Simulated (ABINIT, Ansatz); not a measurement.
## CsPbCl3 (Pm-3m): G0W0 on several meshes in ABINIT

Aim: the GW shift of CsPbCl3 (Pm-3m) against the k mesh.

Method: PBE and many-body steps on it, plane waves, in ABINIT 10.8.3.

## 1. Set-up

It takes space group Pm-3m (No. 221, cubic). Conventional cell: a = 5.605 Å, b = 5.605 Å, c = 5.605 Å, α = 90.00°, β = 90.00°, γ = 90.00°. Nearest to Cs lie 12 Cl at 3.96 Å. Nearest to Pb lie 6 Cl at 2.80 Å. Nearest to Cl lie 2 Pb at 2.80 Å and 4 Cs at 3.96 Å. Farther neighbours and most contacts between anions are not listed.

Coordinates:

```cif
data_structure
_symmetry_space_group_name_H-M 'Pm-3m'
_symmetry_Int_Tables_number 221
_cell_length_a 5.6050
_cell_length_b 5.6050
_cell_length_c 5.6050
_cell_angle_alpha 90.000
_cell_angle_beta 90.000
_cell_angle_gamma 90.000
_cell_volume 176.09
loop_
_atom_site_label
_atom_site_type_symbol
_atom_site_symmetry_multiplicity
_atom_site_Wyckoff_symbol
_atom_site_fract_x
_atom_site_fract_y
_atom_site_fract_z
_atom_site_occupancy
Cs1 Cs 1 a 0.00000 0.00000 0.00000 1
Pb1 Pb 1 b 0.50000 0.50000 0.50000 1
Cl1 Cl 3 c 0.50000 0.50000 0.00000 1
```

The cell and positions come from the Crystallography Open Database and are kept as given unless a step says otherwise. Spin-orbit coupling is left out unless a step names it.

## 2. Empty states on the mesh, 2×2×2 mesh, 605 bands

This step: ABINIT 10.8.3; DFT, PBE, plane waves, norm-conserving pseudopotentials.

The sums over transitions need many empty states on a uniform mesh; this step solves for them.

Input file run.abi:

```
acell 3*1.0 Angstrom
rprim 
  5.605000000000 0.000000000000 0.000000000000
  0.000000000000 5.605000000000 0.000000000000
  0.000000000000 0.000000000000 5.605000000000
ntypat 3
znucl 55 82 17
natom 5
typat 1 2 3 3 3
xred 
  0.000000000000 0.000000000000 0.000000000000
  0.500000000000 0.500000000000 0.500000000000
  0.500000000000 0.500000000000 0.000000000000
  0.000000000000 0.500000000000 0.500000000000
  0.500000000000 0.000000000000 0.500000000000
pp_dirpath "pseudos"
pseudos "Cs.upf, Pb.upf, Cl.upf"
ecut 32
ngkpt 2 2 2
nshiftk 1
shiftk 0 0 0
kptopt 1
chksymbreak 0
iscf -2
irdden 1
istwfk *1
nband 605
nbdbuf 54
tolwfr 1e-09
nstep 60
prtvol 0
indata_prefix "in"
outdata_prefix "out"
tmpdata_prefix "tmp"
```

Command:

```console
$ OMP_NUM_THREADS=1 mpirun -n 4 abinit run.abi > log
```

Numbers of over 12 decimals in the logs are rounded to 6 here.

The program printed:

```text
.Version 10.8.3 of ABINIT. v10.8.2 released Aug 2026.

 Symmetries : space group Pm -3 m (#221); Bravais cP (primitive cubic)
[... echo of the input left out ...]
== DATASET  1 ==================================================================
-   mpi_nproc: 4, omp_nthreads: 1 (-1 if OMP is not activated)

--- !DatasetInfo
iteration_state: {dtset: 1, }
dimensions: {natom: 5, nkpt: 4, mband: 605, nsppol: 1, nspinor: 1, nspden: 1, mpw: 10280, }
cutoff_energies: {ecut:  32.0, pawecutdg:  -1.0, }
[...]
4.44309    4.45206    4.45908    4.45909    4.45909    4.46335    4.48515    4.48528
   4.48538    4.50265    4.50319    4.50784    4.51625    4.51682    4.51710    4.51966
   4.52031    4.52253    4.54218    4.54479    4.54835
 prteigrs : prtvol=0 or 1, do not print more k-points.

== END DATASET(S) ==============================================================
================================================================================

 -outvars: echo values of variables after computation  --------
            nband         605
             nkpt           4
          spgroup         221
 [... the other variables as echoed above ...]

 Calculation completed.
```

Elapsed: 16 min, on 4 MPI ranks of Arm Neoverse N1, shared host; peak memory 0.99 GiB; 64 min of CPU time.

Numbers from this step:

```yaml
gap: 1.932 eV
k_of_the_valence_top: 0.5, 0.5, 0.5
k_of_the_conduction_bottom: 0.5, 0.5, 0.5
least_direct_gap: 1.932 eV
k_points_computed: 4
lowest_point_of_the_top_converged_band_above_the_valence_top: 111.6159 eV
```

On this mesh the gap is 1.932 eV.

The density comes from a self-consistent run that is not shown.

## 3. Screening, 2×2×2 mesh, 240 bands, screening to 141.5 eV

The RPA dielectric matrix is built and inverted for each q.

This step: RPA screening on PBE, plane waves, norm-conserving pseudopotentials.

run.abi, as its differences from that of step 2:

```diff
@@ -23,10 +23,11 @@
 chksymbreak 0
-iscf -2
-irdden 1
 istwfk *1
-nband 605
-nbdbuf 54
-tolwfr 1e-09
-nstep 60
-prtvol 0
+occopt 1
+irdwfk 1
+optdriver 3
+nband 240
+ecuteps 5.2
+inclvkb 2
+awtr 1
+symchi 1
 indata_prefix "in"
```

The program printed:

```text
.Version 10.8.3 of ABINIT. v10.8.2 released Aug 2026.

 Symmetries : space group Pm -3 m (#221); Bravais cP (primitive cubic)
[... echo of the input left out ...]
== DATASET  1 ==================================================================
-   mpi_nproc: 4, omp_nthreads: 1 (-1 if OMP is not activated)

--- !DatasetInfo
iteration_state: {dtset: 1, }
dimensions: {natom: 5, nkpt: 4, mband: 240, nsppol: 1, nspinor: 1, nspden: 1, mpw: 10280, }
cutoff_energies: {ecut:  32.0, pawecutdg:  -1.0, }
electrons: {nelect:   5.20000000E+01, charge:   0.00000000E+00, occopt:   1.00000000E+00, tsmear:   1.00000000E-02, }

 SCREENING: Calculation of the susceptibility and dielectric matrices

 Based on a program developped by R.W. Godby, V. Olevano, G. Onida, and L. Reining.
 Incorporated in ABINIT by V. Olevano, G.-M. Rignanese, and M. Torrent.
.Using double precision arithmetic ; gwpc =  8

[... cell and pseudopotentials left out ...]
--------------------------------------------------------------------------------

 ==== K-mesh for the wavefunctions ====
 Number of points in the irreducible wedge :     4
[... list of points left out ...]
 Together with 48 symmetry operations and time-reversal symmetry
 yields     8 points in the full Brillouin Zone.

 ==== Q-mesh for the screening function ====
 Number of points in the irreducible wedge :     4
[... list of points left out ...]
 Together with 48 symmetry operations and time-reversal symmetry
 yields     8 points in the full Brillouin Zone.

 setmesh: FFT mesh size selected  =    40x   40x   40
          total number of points  =        64000

 vcoul_init : cutoff-mode = AUXILIARY_FUNCTION
 q-points for optical limit:   1
     1)      0.000010    0.000020    0.000030

- screening: taking advantage of time-reversal symmetry
- Maximum band index for partially occupied states nbvw = 26
- Remaining bands to be divided among processors   nbcw = 214
- Number of bands treated by each node ~53

 Number of electrons calculated from density =   52.0000; Expected =   52.0000
 average of density, n =  0.043760
 r_s =    1.7604
 omega_plasma =   20.1788 [eV]

 calculating chi0 at frequencies [eV] :
  1    0.000000E+00    0.000000E+00
  2    0.000000E+00    2.017881E+01

--------------------------------------------------------------------------------
  q-point number  1        q = ( 0.000000, 0.000000, 0.000000) [r.l.u.]
--------------------------------------------------------------------------------
[... chi0 elements left out ...]
 For q-point:  0.000010 0.000020 0.000030
  dielectric constant =   7.2238
  dielectric constant without local fields =   8.2198

  Average fulfillment of the sum rule on Im[epsilon] for q-point    1 :     72.24  [%]
[... wings left out ...]
  q-point number  2        q = ( 0.500000, 0.000000, 0.000000) [r.l.u.]
--------------------------------------------------------------------------------
[... chi0 elements left out ...]
  Average fulfillment of the sum rule on Im[epsilon] for q-point    2 :     77.65  [%]

 [... 2 further q-points ...]
```

Run time: 3.2 min. Hardware: 4 MPI ranks; peak memory 2.3 GiB; 13 min of CPU time.

This step gave:

```
ε∞ with local fields, on this mesh, along the program's q direction : 7.224
the same without local fields                                       : 8.220
plasma frequency                                                    : 20.18 eV
plane waves in the screening matrix                                 : 691
```

Local fields lower ε∞ by 12 %. On a Γ-centred mesh this coarse the value itself is usually too large, while a short band sum pulls it down.

## 4. 2×2×2

The self-energy is evaluated for the states that the input lists, and the levels follow from it, in one-shot runs by the linearised quasiparticle equation.

This step: G0W0 on PBE, plane waves, norm-conserving pseudopotentials.

run.abi, as its differences from that of step 3:

```diff
@@ -26,8 +26,17 @@
 irdwfk 1
-optdriver 3
+optdriver 4
 nband 240
+gwcalctyp 0
+ecutsigx 32
+symsigma 1
+nkptgw 2
+kptgw 
+  0.5000000000 0.5000000000 0.5000000000
+  0.0000000000 0.0000000000 0.0000000000
+bdgw 
+  23 29
+  24 29
 ecuteps 5.2
-inclvkb 2
-awtr 1
-symchi 1
+irdscr 1
+ppmodel 1
 indata_prefix "in"
```

The program printed:

```text
.Version 10.8.3 of ABINIT. v10.8.2 released Aug 2026.

 Symmetries : space group Pm -3 m (#221); Bravais cP (primitive cubic)
[... echo of the input left out ...]
== DATASET  1 ==================================================================
-   mpi_nproc: 4, omp_nthreads: 1 (-1 if OMP is not activated)

--- !DatasetInfo
iteration_state: {dtset: 1, }
dimensions: {natom: 5, nkpt: 4, mband: 240, nsppol: 1, nspinor: 1, nspden: 1, mpw: 10280, }
cutoff_energies: {ecut:  32.0, pawecutdg:  -1.0, }
electrons: {nelect:   5.20000000E+01, charge:   0.00000000E+00, occopt:   1.00000000E+00, tsmear:   1.00000000E-02, }

 SIGMA: Calculation of the GW corrections

 Based on a program developped by R.W. Godby, V. Olevano, G. Onida, and L. Reining.
 Incorporated in ABINIT by V. Olevano, G.-M. Rignanese, and M. Torrent.
.Using double precision arithmetic ; gwpc =  8

[... cell and pseudopotentials left out ...]
--------------------------------------------------------------------------------

 ==== K-mesh for the wavefunctions ====
 Number of points in the irreducible wedge :     4
[... list of points left out ...]
 Together with 48 symmetry operations and time-reversal symmetry
 yields     8 points in the full Brillouin Zone.

 ==== Q-mesh for screening function ====
 Number of points in the irreducible wedge :     4
[... list of points left out ...]
 Together with 48 symmetry operations and time-reversal symmetry
 yields     8 points in the full Brillouin Zone.

 vcoul_init : cutoff-mode = AUXILIARY_FUNCTION
 q-points for optical limit:   1
     1)      0.000010    0.000020    0.000030
 setmesh: FFT mesh size selected  =    54x   54x   54
          total number of points  =       157464

 Number of electrons calculated from density =   52.0000; Expected =   52.0000
 average of density, n =  0.043760
 r_s =    1.7604
 omega_plasma =   20.1788 [eV]

 === KS Band Gaps ===
  >>>> For spin  1
   Minimum direct gap =   1.9318 [eV], located at k-point      :   0.5000  0.5000  0.5000
   Fundamental gap    =   1.9318 [eV], Top of valence bands at :   0.5000  0.5000  0.5000
                                       Bottom of conduction at :   0.5000  0.5000  0.5000
 SIGMA fundamental parameters:
 PLASMON POLE MODEL  1
 number of plane-waves for SigmaX                10251
 number of plane-waves for SigmaC and W            691
 number of plane-waves for wavefunctions         10251
 number of bands                                   240
 number of independent spin polarizations            1
 number of spinorial components                      1
 number of k-points in IBZ                           4
 number of q-points in IBZ                           4
 number of symmetry operations                      48
 number of k-points in BZ                            8
 number of q-points in BZ                            8
 number of frequencies for dSigma/dE                 9
 frequency step for dSigma/dE [eV]                0.25
 number of omega for Sigma on real axis              0
 max omega for Sigma on real axis  [eV]           0.00
 zcut for avoiding poles [eV]                     0.10

 EPSILON^-1 parameters (SCR file):
 dimension of the eps^-1 matrix on file            691
 dimension of the eps^-1 matrix used               691
 number of plane-waves for wavefunctions         10251
 number of bands                                   240
 number of q-points in IBZ                           4
 number of frequencies                               2
 number of real frequencies                          1
 number of imag frequencies                          1

 matrix elements of self-energy operator (all in [eV])

 Perturbative Calculation

--- !SelfEnergy_ee
iteration_state: {dtset: 1, }
kpoint     : [   0.500,    0.500,    0.500, ]
spin       : 1
KS_gap     :    1.932
QP_gap     :    3.212
Delta_QP_KS:    1.280
data: !SigmaeeData |
     Band     E0 <VxcDFT>   SigX SigC(E0)      Z dSigC/dE  Sig(E)    E-E0       E
       23   0.573 -14.257 -18.504   2.908   0.772  -0.296 -15.290  -1.033  -0.460
       24   0.573 -14.257 -18.504   2.908   0.772  -0.296 -15.290  -1.033  -0.460
       25   0.573 -14.257 -18.504   2.908   0.772  -0.296 -15.290  -1.033  -0.460
       26   2.787 -15.725 -17.975   1.562   0.792  -0.263 -16.270  -0.545   2.243
       27   4.719 -10.379  -6.296  -3.188   0.821  -0.217  -9.644   0.736   5.455
       28   4.719 -10.379  -6.296  -3.188   0.821  -0.217  -9.644   0.736   5.455
[...]
--- !SelfEnergy_ee
iteration_state: {dtset: 1, }
kpoint     : [   0.000,    0.000,    0.000, ]
spin       : 1
KS_gap     :    5.879
QP_gap     :    7.175
Delta_QP_KS:    1.296
data: !SigmaeeData |
     Band     E0 <VxcDFT>   SigX SigC(E0)      Z dSigC/dE  Sig(E)    E-E0       E
[...]
27   6.131  -6.348  -2.686  -3.347   0.843  -0.187  -6.083   0.265   6.396
       28   7.070  -6.633  -2.878  -3.243   0.843  -0.186  -6.201   0.432   7.502
       29   7.070  -6.633  -2.878  -3.243   0.843  -0.186  -6.201   0.432   7.502

== END DATASET(S) ==============================================================
================================================================================

 -outvars: echo values of variables after computation  --------
           etotal      0.0000000000E+00
            nband         240
             nkpt           4
          spgroup         221
 [... the other variables as echoed above ...]

 Calculation completed.
```

Elapsed: 2.2 min, on 4 MPI ranks; peak memory 2.2 GiB.

This step gave:

```yaml
g0w0_gap_on_the_points_computed: 3.212 eV
starting_gap_on_the_mesh: 1.932 eV
k_of_the_valence_top: 0.5, 0.5, 0.5
k_of_the_conduction_bottom: 0.5, 0.5, 0.5
z_at_the_valence_top: 0.792
z_at_the_conduction_bottom: 0.821
least_direct_g0w0_gap_on_the_computed_points: 3.212 eV
```

The gap on the mesh goes from 1.93 eV to 3.21 eV, a correction of +1.28 eV.

## 5. Empty states on the mesh, 4×4×4 mesh, 264 bands

This step: DFT, PBE, plane waves, norm-conserving pseudopotentials.

run.abi, as its differences from that of step 4:

```diff
@@ -18,3 +18,3 @@
 ecut 32
-ngkpt 2 2 2
+ngkpt 4 4 4
 nshiftk 1
@@ -23,20 +23,10 @@
 chksymbreak 0
+iscf -2
+irdden 1
 istwfk *1
-occopt 1
-irdwfk 1
-optdriver 4
-nband 240
-gwcalctyp 0
-ecutsigx 32
-symsigma 1
-nkptgw 2
-kptgw 
-  0.5000000000 0.5000000000 0.5000000000
-  0.0000000000 0.0000000000 0.0000000000
-bdgw 
-  23 29
-  24 29
-ecuteps 5.2
-irdscr 1
-ppmodel 1
+nband 264
+nbdbuf 24
+tolwfr 1e-09
+nstep 60
+prtvol 0
 indata_prefix "in"
```

The program printed:

```text
.Version 10.8.3 of ABINIT. v10.8.2 released Aug 2026.

 Symmetries : space group Pm -3 m (#221); Bravais cP (primitive cubic)
[... echo of the input left out ...]
== DATASET  1 ==================================================================
-   mpi_nproc: 4, omp_nthreads: 1 (-1 if OMP is not activated)

--- !DatasetInfo
iteration_state: {dtset: 1, }
dimensions: {natom: 5, nkpt: 10, mband: 264, nsppol: 1, nspinor: 1, nspden: 1, mpw: 10315, }
cutoff_energies: {ecut:  32.0, pawecutdg:  -1.0, }
[...]
2.33660    2.34082    2.34082    2.34082    2.34897    2.34897    2.34897    2.35024
   2.35024    2.36402    2.36402    2.36679    2.41336    2.41337    2.41338    2.45800
 prteigrs : prtvol=0 or 1, do not print more k-points.

== END DATASET(S) ==============================================================
================================================================================

 -outvars: echo values of variables after computation  --------
            nband         264
             nkpt          10
          spgroup         221
 [... the other variables as echoed above ...]

 Calculation completed.
```

Wall time 12 min (4 MPI ranks); peak memory 0.75 GiB; 47 min of CPU time.

Numbers from this step:

| Item | Value |
| --- | --- |
| gap | 1.932 eV |
| k of the valence top | 0.5, 0.5, 0.5 |
| k of the conduction bottom | 0.5, 0.5, 0.5 |
| least direct gap | 1.932 eV |
| k points computed | 10 |
| lowest point of the top converged band, above the valence top | 58.9540 eV |

On this mesh the gap is 1.932 eV.

## 6. Screening, 4×4×4 mesh, 240 bands, screening to 141.5 eV

This step: RPA screening on PBE, plane waves, norm-conserving pseudopotentials.

run.abi, as its differences from that of step 5:

```diff
@@ -23,10 +23,11 @@
 chksymbreak 0
-iscf -2
-irdden 1
 istwfk *1
-nband 264
-nbdbuf 24
-tolwfr 1e-09
-nstep 60
-prtvol 0
+occopt 1
+irdwfk 1
+optdriver 3
+nband 240
+ecuteps 5.2
+inclvkb 2
+awtr 1
+symchi 1
 indata_prefix "in"
```

The program printed:

```text
.Version 10.8.3 of ABINIT. v10.8.2 released Aug 2026.

 Symmetries : space group Pm -3 m (#221); Bravais cP (primitive cubic)
[... echo of the input left out ...]
== DATASET  1 ==================================================================
-   mpi_nproc: 4, omp_nthreads: 1 (-1 if OMP is not activated)

--- !DatasetInfo
iteration_state: {dtset: 1, }
dimensions: {natom: 5, nkpt: 10, mband: 240, nsppol: 1, nspinor: 1, nspden: 1, mpw: 10315, }
cutoff_energies: {ecut:  32.0, pawecutdg:  -1.0, }
electrons: {nelect:   5.20000000E+01, charge:   0.00000000E+00, occopt:   1.00000000E+00, tsmear:   1.00000000E-02, }

 SCREENING: Calculation of the susceptibility and dielectric matrices

 Based on a program developped by R.W. Godby, V. Olevano, G. Onida, and L. Reining.
 Incorporated in ABINIT by V. Olevano, G.-M. Rignanese, and M. Torrent.
.Using double precision arithmetic ; gwpc =  8

[... cell and pseudopotentials left out ...]
--------------------------------------------------------------------------------

 ==== K-mesh for the wavefunctions ====
 Number of points in the irreducible wedge :    10
[... list of points left out ...]
 Together with 48 symmetry operations and time-reversal symmetry
 yields    64 points in the full Brillouin Zone.

 ==== Q-mesh for the screening function ====
 Number of points in the irreducible wedge :    10
[... list of points left out ...]
 Together with 48 symmetry operations and time-reversal symmetry
 yields    64 points in the full Brillouin Zone.

 setmesh: FFT mesh size selected  =    40x   40x   40
          total number of points  =        64000

 vcoul_init : cutoff-mode = AUXILIARY_FUNCTION
 q-points for optical limit:   1
     1)      0.000010    0.000020    0.000030

- screening: taking advantage of time-reversal symmetry
- Maximum band index for partially occupied states nbvw = 26
- Remaining bands to be divided among processors   nbcw = 214
- Number of bands treated by each node ~53

 Number of electrons calculated from density =   52.0000; Expected =   52.0000
 average of density, n =  0.043760
 r_s =    1.7604
 omega_plasma =   20.1788 [eV]

 calculating chi0 at frequencies [eV] :
  1    0.000000E+00    0.000000E+00
  2    0.000000E+00    2.017881E+01

--------------------------------------------------------------------------------
  q-point number  1        q = ( 0.000000, 0.000000, 0.000000) [r.l.u.]
--------------------------------------------------------------------------------
[... chi0 elements left out ...]
 For q-point:  0.000010 0.000020 0.000030
  dielectric constant =   4.3358
  dielectric constant without local fields =   4.9658

  Average fulfillment of the sum rule on Im[epsilon] for q-point    1 :     72.31  [%]
[... wings left out ...]
  q-point number  2        q = ( 0.250000, 0.000000, 0.000000) [r.l.u.]
--------------------------------------------------------------------------------
[... chi0 elements left out ...]
  Average fulfillment of the sum rule on Im[epsilon] for q-point    2 :     82.17  [%]

 [... 8 further q-points ...]
```

Wall time 27 min (4 MPI ranks); peak memory 4.5 GiB; 1.8 h of CPU time.

This step gave:

```yaml
eps_infinity_with_local_fields_on_this_mesh_along_the_program_s_q_direction: 4.336
the_same_without_local_fields: 4.966
plasma_frequency: 20.18 eV
plane_waves_in_the_screening_matrix: 691
```

(Part 1 of 2 ends here.)

[Paths, hosts, dates, memory and timing lines, banners, echoed tables and standing remarks are left out of the program output.]

[Logs are printed without paths, hosts, clocks, repeated set-up lines and the standing remarks that a program may print on its own settings, such as how far it seeks lower states.]

[Runs of the session that timed out or met a known fault of the program may be left out.]

[Hosts, paths, dates, database ids (printed as entryN), source tags and the programs' standing remarks are cut or masked in the printed files.]

[G0W0 gaps are taken among the corrected bands and points alone; a level outside them can change the order at an edge.]

[Where Ansatz stands beside ABINIT at settings called matched, ABINIT's density can come from a denser mesh and the files from another edition; pairs whose starting gaps differed by over 0.03 eV were left out, so agreement reads better than it is.]
